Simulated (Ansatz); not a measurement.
# HfNbBP: relaxing a made-up structure

This structure for HfNbBP is made up. Its elements were placed in a known structure type with a cell scaled to their sizes. What cell does the guess relax to, and how far off was it?

Program: Ansatz 0.2.0. Level of theory: DFT, PBEsol, plane-wave PAW, files of the set soft_1, scalar-relativistic, no spin, cell and ions relaxed at zero pressure; PAW set soft_1, in the first sound run; inputs show where later runs differ. Results are calculated unless marked as measured.

## (1) Starting point

It takes space group R3m (No. 160, trigonal). Conventional cell: a = 3.308 Å, b = 3.308 Å, c = 16.382 Å, α = 90.00°, β = 90.00°, γ = 120.00°. Nearest to Hf lie 3 P at 2.32 Å and 3 B at 2.39 Å. Nearest to Nb lie 3 B at 2.27 Å and 3 P at 2.41 Å. Nearest to P lie 3 Hf at 2.32 Å and 3 Nb at 2.41 Å. B has 3 Nb at 2.27 Å and 3 Hf at 2.39 Å nearest. Farther neighbours are not listed.

## (2) Relaxing cell and atoms

The guessed cell has no reason to be at equilibrium. It is relaxed with the atoms, within the space group of the guess.

Input file input.yaml:

```yaml
crystal:
  lattice:
    - [1.654, 0.954937345, 5.460666667]
    - [-1.654, 0.954937345, 5.460666667]
    - [0.0, -1.90987469, 5.460666667]
  atoms:
    - { symbol: Hf, position: [0.998, 0.998, 0.998] }
    - { symbol: Nb, position: [0.494333333, 0.494333333, 0.494333333] }
    - { symbol: P, position: [0.251, 0.251, 0.251] }
    - { symbol: B, position: [0.752766667, 0.752766667, 0.752766667] }
kpoints:
  mp_grid: { grid: [9, 9, 9] }
scf:
  occupations: { method: fermi_dirac, width: 0.05 }
hamiltonian:
  xc: pbesol
  pseudopotentials: { kind: paw, azcp: { folder: soft_1 }, xc_functional: pbe }
relax:
  f_tol: 0.015
  max_steps: 70
  cell: {}
output:
  forces: true
  stress: true
```

Started as:

```console
ansatz run input.yaml --threads 4 --pin off --max-ram 8192MiB --backend cpu --events-out ev --progress --plain --runs-dir out
```

Numbers of over 12 decimals in the logs are rounded to 6 here.

What it wrote:

```text
basis.fft_grid_basis auto: the FFT boxes are laid along the combinations [[1, 0, -1], [0, 1, -1], [0, 0, 1]] of the cell's own vectors, 3.308, 3.308 and 5.785 Å long. The dense box has 24×24×40 points. Along the cell's own vectors, as sized, it would have 40×40×40, 2.78 times as many. Of the 6 symmetry operations that the crystal satisfies within crystal.symmetry.tolerance (time reversal apart; of a slab, those that  [...]
Engine: ansatz 0.2.0, x86_64-unknown-linux-gnu
Pseudopotentials: kind: paw
Pseudopotential: Hf, paw, valence charge 26, recommended cutoff 420 eV (normal), soft_1/Hf.paw.azcp
Pseudopotential: Nb, paw, valence charge 13, recommended cutoff 420 eV (normal), soft_1/Nb.paw.azcp
Pseudopotential: P, paw, valence charge 5, recommended cutoff 420 eV (normal), soft_1/P.paw.azcp
Pseudopotential: B, paw, valence charge 3, recommended cutoff 420 eV (normal), soft_1/B.paw.azcp
Functional definition: PBEsol
  exchange = pbesol_x
  correlation = pbesol_c
Crystal: 4 atoms, lattice volume = 51.750 Å³
Basis set: ecut = 420 eV, 1033 PW (Γ), FFT grids on a1−a3, a2−a3, a3, exchange–correlation on 48×48×80 points (8 copies of the dense FFT grid, shifted against one another)
Bands: 29, of which v1, the nominal top of the filled ones, is band 24 counted from 1 (23 counted from 0)
Symmetry: 6 space group operations
Space group: R3m (ITA 160), of the structure as read, at distance tolerance 3.7e-5 Å
k-points: 85 of 729 (time reversal used)
Non-local potential: Hf, projectors of the file, l = 0: 3, l = 1: 2, l = 2: 2, l = 3: 3
Non-local potential: Nb, projectors of the file, l = 0: 3, l = 1: 2, l = 2: 2, l = 3: 1
Non-local potential: P, projectors of the file, l = 0: 2, l = 1: 2, l = 2: 1
Non-local potential: B, projectors of the file, l = 0: 2, l = 1: 2, l = 2: 1
PAW form: soft (Blöchl's): semilocal exchange-correlation on the pseudo side does not see the compensation charge
PAW frozen core: Hf, regenerated for the run's functional, and the local potential with it (the file was generated under x = pbe(κ = 0.804, μ = 0.219515), c = pbe(β = 0.066725))
PAW frozen core: Nb, regenerated for the run's functional, and the local potential with it (the file was generated under x = pbe(κ = 0.804, μ = 0.219515), c = pbe(β = 0.066725))
PAW frozen core: P, regenerated for the run's functional, and the local potential with it (the file was generated under x = pbe(κ = 0.804, μ = 0.219515), c = pbe(β = 0.066725))
PAW frozen core: B, regenerated for the run's functional, and the local potential with it (the file was generated under x = pbe(κ = 0.804, μ = 0.219515), c = pbe(β = 0.066725))
PAW one-centre angular grid: Hf, 590 points (default); XC on 64 Gauss nodes
PAW one-centre angular grid: Nb, 590 points (default); XC on 64 Gauss nodes
PAW one-centre angular grid: P, 110 points (default); XC on 64 Gauss nodes
PAW one-centre angular grid: B, 110 points (default); XC on 64 Gauss nodes
Initial density: superposition of atomic densities (chi_scale 0.1, normalization cell, long waves kept (reshape's long-wave potential 0.02 eV rms))
Initial wavefunctions: pseudopotential atomic-orbital guess
Functional: x = pbesol(κ = 0.804, μ = 0.123457), c = pbesol(β = 0.046)
SCF iter   1: F=—  HF=-20993.561628 eV  |F-HF|=—  |Δ(HF+E_count)|=         —  Δρ=1.20e-1  dr2=2.15e1  ethr=3.10e-3  ⟨swp⟩=6.3  Hψ=10384  notcnv=0
preconditioner: auto → Kerker (q_TF=auto, 2.685 Å⁻¹)  [metal: Δε(μ)=0.037 eV  Ē_g=17.345 eV  σ=0.050 eV  W_gap=0.18  n_scr=22 (ndim 8)  ℏωp=33.8 eV  f_vac=0.000  D(μ)=1.60/eV (n_scr^D=16)]
SCF iter   2: F=—  HF=-20989.941747 eV  |F-HF|=—  |Δ(HF+E_count)|=    3.62e0  Δρ=5.08e-2  dr2=4.03e0  ethr=3.10e-3  ⟨swp⟩=3.0  Hψ=5508  notcnv=0  defer=51
SCF iter   3: F=—  HF=-20989.339139 eV  |F-HF|=—  |Δ(HF+E_count)|=   6.03e-1  Δρ=1.57e-2  dr2=1.80e-1  ethr=3.10e-3  ⟨swp⟩=4.0  Hψ=5170  notcnv=0  defer=50
SCF iter   4: F=—  HF=-20989.334146 eV  |F-HF|=—  |Δ(HF+E_count)|=   4.99e-3  Δρ=8.32e-3  dr2=5.69e-2  ethr=3.84e-4  ⟨swp⟩=3.4  Hψ=5732  notcnv=0  defer=30
SCF iter   5: F=—  HF=-20989.304544 eV  |F-HF|=—  |Δ(HF+E_count)|=   2.96e-2  Δρ=4.83e-3  dr2=3.86e-2  ethr=1.21e-4  ⟨swp⟩=2.0  Hψ=4871  notcnv=0  defer=30
SCF iter   6: F=—  HF=-20989.298700 eV  |F-HF|=—  |Δ(HF+E_count)|=   5.84e-3  Δρ=1.06e-3  dr2=1.21e-3  ethr=8.20e-5  ⟨swp⟩=2.0  Hψ=3247  notcnv=0  defer=30
SCF iter   7: F=—  HF=-20989.298357 eV  |F-HF|=—  |Δ(HF+E_count)|=   3.43e-4  Δρ=2.37e-4  dr2=5.24e-5  ethr=2.56e-6  ⟨swp⟩=2.0  Hψ=3126  notcnv=0  defer=30
SCF iter   8: F=—  HF=-20989.298348 eV  |F-HF|=—  |Δ(HF+E_count)|=   8.49e-6  Δρ=6.68e-5  dr2=3.30e-6  ethr=1.11e-7  ⟨swp⟩=2.0  Hψ=3898  notcnv=0  defer=30
SCF iter   9: F=—  HF=-20989.298348 eV  |F-HF|=—  |Δ(HF+E_count)|=   9.16e-8  Δρ=1.27e-5  dr2=7.51e-8  ethr=2.13e-10  ⟨swp⟩=4.0  Hψ=12143  notcnv=0
SCF iter  10: F=-20989.298348 eV  HF=-20989.298348 eV  |F-HF|=3.18e-8  |Δ(HF+E_count)|=   3.05e-8  Δρ=5.83e-6  dr2=3.26e-8  ethr=1.60e-10  ⟨swp⟩=4.8  Hψ=9227  notcnv=0
SCF 1 converged in 10 iterations: F = -20989.298348 eV  dr2 = 3.26e-8
  greatest PAW one-centre occupation: 0.998 electrons in one spin orbital (limit 2), on the Hf atom at site 0 (counted from 0), in its partial waves of l = 3
relax step   1: F+E_penalty+E_count = -20989.29834822 eV  Δ(F+E_penalty+E_count) = +0.000e0 eV  max|allowed force component| = 4.903e0 eV/Å  Δτ_max = 0.0000 Å  P = +31.025 GPa  Ω = 51.750 Å³  (10 SCF iters, dr2 threshold 1.00e-7 eV, accepted)
Crystal: 4 atoms, lattice volume = 57.953 Å³
Basis set: ecut = 420 eV, 1117 PW (Γ), FFT grids on a1−a3, a2−a3, a3, exchange–correlation on 48×48×80 points (8 copies of the dense FFT grid, shifted against one another)
Initial density: handed on by an earlier stage of this run
Initial wavefunctions: those handed on with the density
iter 1 solved again at ethr=1.80e-3 eV; its pass at ethr=3.10e-3 eV (dr2=8.45e-1 eV) is discarded
SCF iter   1: F=—  HF=-20990.479854 eV  |F-HF|=—  |Δ(HF+E_count)|=         —  Δρ=2.16e-2  dr2=8.44e-1  ethr=1.80e-3  ⟨swp⟩=1.0  Hψ=14349  notcnv=0
preconditioner: auto → Kerker (q_TF=auto, 2.635 Å⁻¹)  [metal: Δε(μ)=0.029 eV  Ē_g=16.555 eV  σ=0.050 eV  W_gap=0.14  n_scr=22 (ndim 8)  ℏωp=32.0 eV  f_vac=0.000  D(μ)=1.58/eV (n_scr^D=14)]
SCF iter   2: F=—  HF=-20990.369543 eV  |F-HF|=—  |Δ(HF+E_count)|=   1.10e-1  Δρ=1.05e-2  dr2=2.00e-1  ethr=1.80e-3  ⟨swp⟩=2.0  Hψ=2968  notcnv=0
SCF iter   3: F=—  HF=-20990.333437 eV  |F-HF|=—  |Δ(HF+E_count)|=   3.61e-2  Δρ=3.64e-3  dr2=2.03e-2  ethr=4.26e-4  ⟨swp⟩=2.6  Hψ=4246  notcnv=0
[...]
Crystal: 4 atoms, lattice volume = 58.900 Å³
Basis set: ecut = 420 eV, 1135 PW (Γ), FFT grids on a1−a3, a2−a3, a3, exchange–correlation on 48×48×80 points (8 copies of the dense FFT grid, shifted against one another)
iter 1 solved again at ethr=1.61e-4 eV; its pass at ethr=3.10e-3 eV (dr2=7.59e-2 eV) is discarded
SCF iter   1: F=—  HF=-20990.422246 eV  |F-HF|=—  |Δ(HF+E_count)|=         —  Δρ=7.01e-3  dr2=7.68e-2  ethr=1.61e-4  ⟨swp⟩=2.1  Hψ=15368  notcnv=0
preconditioner: auto → Kerker (q_TF=auto, 2.628 Å⁻¹)  [metal: Δε(μ)=0.024 eV  Ē_g=16.489 eV  σ=0.050 eV  W_gap=0.12  n_scr=22 (ndim 8)  ℏωp=31.7 eV  f_vac=0.000  D(μ)=1.98/eV (n_scr^D=16)]
SCF iter   2: F=—  HF=-20990.412619 eV  |F-HF|=—  |Δ(HF+E_count)|=   9.63e-3  Δρ=3.42e-3  dr2=1.30e-2  ethr=1.61e-4  ⟨swp⟩=2.2  Hψ=3422  notcnv=0
SCF iter   3: F=—  HF=-20990.410699 eV  |F-HF|=—  |Δ(HF+E_count)|=   1.92e-3  Δρ=1.10e-3  dr2=9.81e-4  ethr=2.78e-5  ⟨swp⟩=2.0  Hψ=3240  notcnv=0
SCF iter   4: F=—  HF=-20990.410580 eV  |F-HF|=—  |Δ(HF+E_count)|=   1.18e-4  Δρ=3.06e-4  dr2=8.02e-5  ethr=2.09e-6  ⟨swp⟩=2.0  Hψ=4257  notcnv=0
SCF iter   5: F=—  HF=-20990.410567 eV  |F-HF|=—  |Δ(HF+E_count)|=   1.36e-5  Δρ=1.62e-4  dr2=1.92e-5  ethr=1.71e-7  ⟨swp⟩=2.0  Hψ=4471  notcnv=0
SCF iter   6: F=—  HF=-20990.410559 eV  |F-HF|=—  |Δ(HF+E_count)|=   7.40e-6  Δρ=6.69e-5  dr2=4.67e-6  ethr=4.09e-8  ⟨swp⟩=2.0  Hψ=4476  notcnv=0
SCF iter   7: F=—  HF=-20990.410558 eV  |F-HF|=—  |Δ(HF+E_count)|=   1.36e-6  Δρ=2.00e-5  dr2=6.09e-7  ethr=9.94e-9  ⟨swp⟩=2.0  Hψ=4452  notcnv=0
SCF iter   8: F=-20990.410558 eV  HF=-20990.410558 eV  |F-HF|=3.94e-8  |Δ(HF+E_count)|=   9.93e-8  Δρ=6.55e-6  dr2=5.25e-8  ethr=8.51e-10  ⟨swp⟩=5.0  Hψ=9784  notcnv=0
SCF 3 converged in 8 iterations: F = -20990.410558 eV  dr2 = 5.25e-8
relax step   3: F+E_penalty+E_count = -20990.41055793 eV  Δ(F+E_penalty+E_count) = -8.497e-2 eV  max|allowed force component| = 4.448e-1 eV/Å  Δτ_max = 0.0230 Å  P = -1.602 GPa  Ω = 58.900 Å³  energy of the carried Pulay correction = -2.978e-3 eV  (8 SCF iters, dr2 threshold 4.00e-7 eV, accepted)
[...]
relax step   4: F+E_penalty+E_count = -20990.41705456 eV  Δ(F+E_penalty+E_count) = -6.497e-3 eV  max|allowed force component| = 2.045e-1 eV/Å  Δτ_max = 0.0293 Å  P = +0.792 GPa  Ω = 58.254 Å³  energy of the carried Pulay correction = -2.725e-3 eV  (8 SCF iters, dr2 threshold 4.00e-7 eV, accepted)
[...]
relax step   5: F+E_penalty+E_count = -20990.41990318 eV  Δ(F+E_penalty+E_count) = -2.849e-3 eV  max|allowed force component| = 5.460e-2 eV/Å  Δτ_max = 0.0093 Å  P = -0.013 GPa  Ω = 58.470 Å³  energy of the carried Pulay correction = -2.810e-3 eV  (7 SCF iters, dr2 threshold 4.00e-7 eV, accepted)
[...]
relax step   6: F+E_penalty+E_count = -20990.42008625 eV  Δ(F+E_penalty+E_count) = -1.831e-4 eV  max|allowed force component| = 5.331e-3 eV/Å  Δτ_max = 0.0032 Å  P = -0.010 GPa  Ω = 58.479 Å³  energy of the carried Pulay correction = -2.814e-3 eV  (5 SCF iters, dr2 threshold 1.86e-7 eV, accepted)
[...]
relax step   7: F+E_penalty+E_count = -20990.42422836 eV  Δ(F+E_penalty+E_count) = -4.142e-3 eV  max|allowed force component| = 4.121e-3 eV/Å  Δτ_max = 0.0000 Å  P = +0.055 GPa  Ω = 58.479 Å³  stress off target by 9.09e-2 GPa  SCF on the basis re-selected at this cell (its energy is not comparable with the rows above)  (8 SCF iters)
[...]
relax step   8: F+E_penalty+E_count = -20990.42422784 eV  Δ(F+E_penalty+E_count) = +5.258e-7 eV  max|allowed force component| = 2.082e-3 eV/Å  Δτ_max = 0.0004 Å  P = -0.013 GPa  Ω = 58.500 Å³  energy of the carried Pulay correction = -6.824e-6 eV  (5 SCF iters, dr2 threshold 2.07e-8 eV, accepted)
iter 1 solved again at ethr=7.98e-8 eV; its pass at ethr=3.10e-3 eV (dr2=3.75e-5 eV) is discarded
SCF iter   1: F=—  HF=-20990.424234 eV  |F-HF|=—  |Δ(HF+E_count)|=         —  Δρ=2.69e-6  dr2=5.02e-9  ethr=7.98e-8  ⟨swp⟩=3.3  Hψ=17056  notcnv=0
eigensolver tolerance schedule: the retry pair's looser diagonalisation over-reported the residual by 7479.53 of it (diagonalisation noise at 0.24 of the residual, at the tolerance the schedule requests for it); recorded, not acted on — ethr = c·dr2/N_el stays at c = 1.0e-1
preconditioner: auto → Kerker (q_TF=auto, 2.631 Å⁻¹)  [metal: Δε(μ)=0.011 eV  Ē_g=16.526 eV  σ=0.050 eV  W_gap=0.06  n_scr=22 (ndim 8)  ℏωp=31.8 eV  f_vac=0.000  D(μ)=2.33/eV (n_scr^D=22)]
SCF iter   2: F=—  HF=-20990.424234 eV  |F-HF|=—  |Δ(HF+E_count)|=   2.64e-7  Δρ=1.72e-6  dr2=2.26e-9  ethr=1.07e-11  ⟨swp⟩=3.0  Hψ=5527  notcnv=0
SCF iter   3: F=—  HF=-20990.424234 eV  |F-HF|=—  |Δ(HF+E_count)|=  2.55e-10  Δρ=7.15e-7  dr2=5.78e-10  ethr=4.80e-12  ⟨swp⟩=1.8  Hψ=3141  notcnv=0
SCF iter   4: F=—  HF=-20990.424234 eV  |F-HF|=—  |Δ(HF+E_count)|=  1.24e-10  Δρ=2.46e-7  dr2=4.68e-11  ethr=1.23e-12  ⟨swp⟩=2.0  Hψ=3768  notcnv=0
SCF iter   5: F=-20990.424234 eV  HF=-20990.424234 eV  |F-HF|=4.00e-11  |Δ(HF+E_count)|=  1.82e-11  Δρ=1.65e-7  dr2=3.24e-11  ethr=1.00e-12  ⟨swp⟩=4.3  Hψ=8861  notcnv=0
SCF 9 converged in 5 iterations: F = -20990.424234 eV  dr2 = 3.24e-11
relax step   9: F+E_penalty+E_count = -20990.42423383 eV  Δ(F+E_penalty+E_count) = -5.994e-6 eV  max|allowed force component| = 2.097e-3 eV/Å  Δτ_max = 0.0000 Å  P = -0.013 GPa  Ω = 58.500 Å³  stress off target by 2.06e-2 GPa  SCF on the basis re-selected at this cell (its energy is not comparable with the rows above)  (5 SCF iters)
basis re-selected at this cell: Δ(F+E_penalty+E_count) = -5.994e-6 eV, ΔP = -0.000 GPa vs the last step (what re-selecting the basis moved, of the pressure what is left beyond the Pulay correction that the steps carried, after the strain that the cell walked since its last selection, with what the two solves' SCF thresholds leave and, on support functions, any second-order correction that the steps lacked; it is no m [...]
SCF converged after 5 iterations
Free energy (F): -20990.424234 eV
Harris-Foulkes:  -20990.424234 eV  (|F-HF|=4.00e-11)
Internal energy: -20990.405775 eV  (E = F + TS)
E sigma→0 (E₀):  -20990.415005 eV
Entropy (-TS):   -0.018458 eV (-4.615 meV/atom)
Fermi energy:    16.346592 eV
--- Per-component energies (eV) ---
  E_band       = -72.014303
  E_kinetic    = 901.510413
  E_local      = -8143.170155  (includes V_loc(G=0)·N_el)
  E_nonlocal   = 203.109264
  E_hartree    = 3857.231231
  E_xc         = -536.342857
  E_vxc        = -557.442625  (∫ρ·V_xc dr)
  E_paw        = -11220.748843  (= ΣΔE_a)
  E_vpaw       = -190.484153  (= ΣTr[D̂ρ^β])
  E_aug_tail   = 0.000115  (compensation charges beyond the density's cutoff)
  E_ewald      = -6053.495516
  E_core_change = 1.500573  (= ΣΔE_core)
  E_smearing   = -0.018458  (= −TS)
  E_closure    = 0.000000  (closes the sum)
  Σ components = -20990.424234   (vs F -20990.424234, Δ=0.00e0)
--- Forces (eV/Å), atoms counted from 1 ---
  atom   1  Hf     0.00000000     0.00000000    -0.00147209
  atom   2  Nb    -0.00000000    -0.00000000    -0.00167344
  atom   3  P      0.00000000     0.00000000     0.00209907
  atom   4  B     -0.00000000    -0.00000000     0.00105281
  max |Σ_I F_I| component: 6.35e-6 eV/Å
--- Stress (GPa, compression-positive) ---
       -0.008702       0.000000      -0.000000
        0.000000      -0.008702      -0.000000
       -0.000000      -0.000000      -0.020551
  P = ⅓ Tr σ = -0.0127 GPa (-0.127 kbar)
--- Relaxed structure (7 steps of the walk, 7 accepted, 2 SCFs on fresh bases) ---
  F+E_penalty+E_count = -20990.42423383 eV   max|allowed force component| = 2.097e-3 eV/Å   (the final SCF, on the basis selected at the relaxed cell)
  cell:  # Å, volume = 58.5005 Å³
    - [1.704798, 0.984266, 5.810628]
    - [-1.704798, 0.984266, 5.810628]
    - [0, -1.968531, 5.810628]
  atoms:
    - { symbol: Hf, position: [1.009129, 1.009129, 1.009129] }
    - { symbol: Nb, position: [0.489529, 0.489529, 0.489529] }
    - { symbol: P, position: [0.245783, 0.245783, 0.245783] }
    - { symbol: B, position: [0.751659, 0.751659, 0.751659] }
```

Wall time 15 s (4 threads of INTEL XEON PLATINUM 8581C at 2.30GHz (Emerald Rapids), shared host); peak memory 0.5 GiB; 57 s of CPU time.

Step by step:

| step | energy less that of the first step (eV) | largest force component (eV/Å) | pressure (GPa) | volume (Å³) |
| --- | --- | --- | --- | --- |
| 1 | 0.0000 | 4.9026 | 31.03 | 51.75 |
| 2 | -1.0272 | 0.7696 | 1.70 | 57.95 |
| 3 | -1.1122 | 0.4448 | -1.60 | 58.90 |
| 4 | -1.1187 | 0.2045 | 0.79 | 58.25 |
| 5 | -1.1216 | 0.0546 | -0.01 | 58.47 |
| 6 | -1.1217 | 0.0053 | -0.01 | 58.48 |
| 7* | -1.1259 | 0.0041 | 0.06 | 58.48 |
| 8 | -1.1259 | 0.0021 | -0.01 | 58.50 |
| 9* | -1.1259 | 0.0021 | -0.01 | 58.50 |

Relaxation steps marked * repeat the geometry before them on a plane-wave basis chosen anew for their cell, so energy and pressure can jump there.

The run keeps the 6 symmetry operations that it works with, so distortions that break them were not tested.

| conventional cell, symmetrised | before | after | change |
| --- | --- | --- | --- |
| a (Å) | 3.308 | 3.410 | +3.1 % |
| b (Å) | 3.308 | 3.410 | +3.1 % |
| c (Å) | 16.382 | 17.432 | +6.4 % |
| volume (Å³/atom) | 12.94 | 14.63 | +13.0 % |

The atoms that moved most (Å, as changes of fractional coordinates times the final cell):

| atom | dx | dy | dz | length |
| --- | --- | --- | --- | --- |
| Hf1 | 0.000 | 0.000 | 0.194 | 0.194 |
| P3 | 0.000 | 0.000 | -0.091 | 0.091 |
| Nb2 | 0.000 | 0.000 | -0.084 | 0.084 |
| B4 | 0.000 | 0.000 | -0.019 | 0.019 |

Final coordinates:

```xyz
4
Lattice="1.7048 0.9843 5.8106 -1.7048 0.9843 5.8106 0.0000 -1.9685 5.8106" Properties=species:S:1:pos:R:3 pbc="T T T"
Hf    0.0000    0.0000   17.5910
Nb    0.0000    0.0000    8.5334
P     0.0000    0.0000    4.2845
B     0.0000    0.0000   13.1028
```

This step gave:

* free energy: -20990.4242 eV
* energy at zero smearing: -20990.4150 eV
* smearing term TS: 0.01846 eV
* Fermi energy: 16.35 eV
* electrons: 47
* symmetry operations: 6
* pressure: -0.01265 GPa

Shortest distances by pair of elements, guess and relaxed (not always the same contact):

| pair | guess (Å) | relaxed (Å) |
| --- | --- | --- |
| B–Nb | 2.270 | 2.327 |
| B–Hf | 2.394 | 2.371 |
| Nb–P | 2.413 | 2.513 |
| Hf–P | 2.319 | 2.591 |
| Hf–Nb | 3.283 | 3.232 |

The relaxation ends with a largest force component of 0.0021 eV/Å and a pressure of -0.01 GPa.

[end of part 1 of 2]

[Logs are printed without paths, hosts, clocks, repeated set-up lines and the standing remarks that a program may print on its own settings, such as how far it seeks lower states.]

[Hosts, paths, dates, database ids (printed as entryN), source tags and the programs' standing remarks are cut or masked in the printed files.]
